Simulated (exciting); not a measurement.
VBiO4 (Clinobisvanite), space group C2/c, V K edge of atom 3, with 2 O at 1.69 Å and 2 O at 1.77 Å (distorted tetrahedral, site symmetry 2); the tensor is averaged over the atoms equivalent by symmetry. Method: exciting, all-electron LAPW+lo, LDA, exchange and screened direct term (singlet BSE), 2×2×3 shifted k points, 61 conduction bands, |G+q| up to 3 bohr⁻¹, full RPA screening with nempty = 99, Lorentzian half width 0.51 eV.

```xyz
12
Lattice="3.6236 -5.8486 0.0000 3.6236 5.8486 0.0000 -3.5500 0.0000 3.6474" Properties=species:S:1:pos:R:3 pbc="T T T"
Bi    0.9611   -1.5616    2.7355
Bi    2.7361    1.5616    0.9118
V     0.9611    4.3280    2.7355
V     2.7361   -4.3280    0.9118
O     2.3896    0.5930    3.2082
O    -0.4675    0.5930    2.2628
O     1.3076   -0.5930    0.4391
O     4.1646   -0.5930    1.3846
O     2.4175    3.4132    2.3300
O    -0.4954    3.4132    3.1411
O     1.2796   -3.4132    1.3174
O     4.1926   -3.4132    0.5063
```

Energy from the Kohn–Sham onset, core level to the lowest empty state found on the meshes used; scaled to the maximum of the polarisation mean:

| E (eV) | curve 1 | curve 2 | curve 3 |
| --- | --- | --- | --- |
| -5.5 | 0.02 | 0.03 | 0.03 |
| -5.0 | 0.03 | 0.03 | 0.04 |
| -4.5 | 0.04 | 0.04 | 0.05 |
| -4.0 | 0.06 | 0.06 | 0.07 |
| -3.5 | 0.09 | 0.10 | 0.10 |
| -3.0 | 0.17 | 0.15 | 0.16 |
| -2.5 | 0.39 | 0.21 | 0.31 |
| -2.0 | 0.79 | 0.44 | 0.74 |
| -1.5 | 0.50 | 1.03 | 1.45 |
| -1.0 | 0.23 | 0.80 | 0.80 |
| -0.5 | 0.15 | 0.36 | 0.38 |
| 0.0 | 0.14 | 0.25 | 0.28 |
| 0.5 | 0.15 | 0.23 | 0.25 |
| 1.0 | 0.15 | 0.22 | 0.23 |
| 1.5 | 0.17 | 0.25 | 0.23 |
| 2.0 | 0.17 | 0.23 | 0.19 |
| 2.5 | 0.16 | 0.24 | 0.18 |
| 3.0 | 0.16 | 0.23 | 0.17 |
| 3.5 | 0.17 | 0.19 | 0.18 |
| 4.0 | 0.16 | 0.15 | 0.20 |
| 4.5 | 0.11 | 0.11 | 0.14 |
| 5.0 | 0.07 | 0.08 | 0.08 |
| 5.5 | 0.06 | 0.08 | 0.06 |
| 6.0 | 0.06 | 0.09 | 0.06 |
| 6.5 | 0.07 | 0.13 | 0.07 |
| 7.0 | 0.09 | 0.19 | 0.10 |
| 7.5 | 0.13 | 0.29 | 0.13 |
| 8.0 | 0.15 | 0.36 | 0.16 |
| 8.5 | 0.18 | 0.44 | 0.21 |
| 9.0 | 0.25 | 0.62 | 0.27 |
| 9.5 | 0.37 | 0.90 | 0.37 |
| 10.0 | 0.51 | 0.98 | 0.49 |
| 10.5 | 0.65 | 0.93 | 0.59 |
| 11.0 | 0.69 | 0.76 | 0.71 |
| 11.5 | 0.83 | 0.71 | 0.80 |
| 12.0 | 0.93 | 0.75 | 0.84 |
| 12.5 | 0.95 | 0.89 | 0.87 |
| 13.0 | 0.81 | 0.86 | 0.84 |
| 13.5 | 0.69 | 0.90 | 0.76 |
| 14.0 | 0.69 | 1.00 | 0.64 |
| 14.5 | 0.62 | 0.89 | 0.52 |
| 15.0 | 0.67 | 0.75 | 0.48 |
| 15.5 | 0.70 | 0.67 | 0.47 |
| 16.0 | 0.71 | 0.65 | 0.49 |
| 16.5 | 0.82 | 0.70 | 0.60 |
| 17.0 | 0.88 | 0.82 | 0.67 |
| 17.5 | 0.84 | 0.85 | 0.72 |
| 18.0 | 0.75 | 0.67 | 0.75 |
| 18.5 | 0.76 | 0.55 | 0.76 |
| 19.0 | 0.79 | 0.53 | 0.79 |
| 19.5 | 0.74 | 0.54 | 0.69 |
| 20.0 | 0.70 | 0.48 | 0.64 |

The curves are the diagonal elements of Im ε for ε ∥ x, ∥ y and ∥ z. Which is which?

Curve 1: ε ∥ x, maxima -1.9 eV (0.80), 12.4 eV (0.96) and 17.0 eV (0.88); 4 lower ones aren't listed. Curve 2: ε ∥ y, maxima -1.3 eV (1.13), 9.8 eV (0.98) and 14.0 eV (1.00); 4 lower ones aren't listed. Curve 3: ε ∥ z, maxima -1.4 eV (1.46), 12.6 eV (0.87) and 18.9 eV (0.80). A K edge probes the empty p states along ε, which follow the bonds' lengths and directions.

[Banner, clock and machine lines of the logs are left out without a mark of their own.]

[Logs are printed without paths, hosts, clocks, repeated set-up lines and the standing remarks that a program may print on its own settings, such as how far it seeks lower states.]

[Hosts, paths, dates, database ids (printed as entryN), source tags and the programs' standing remarks are cut or masked in the printed files.]
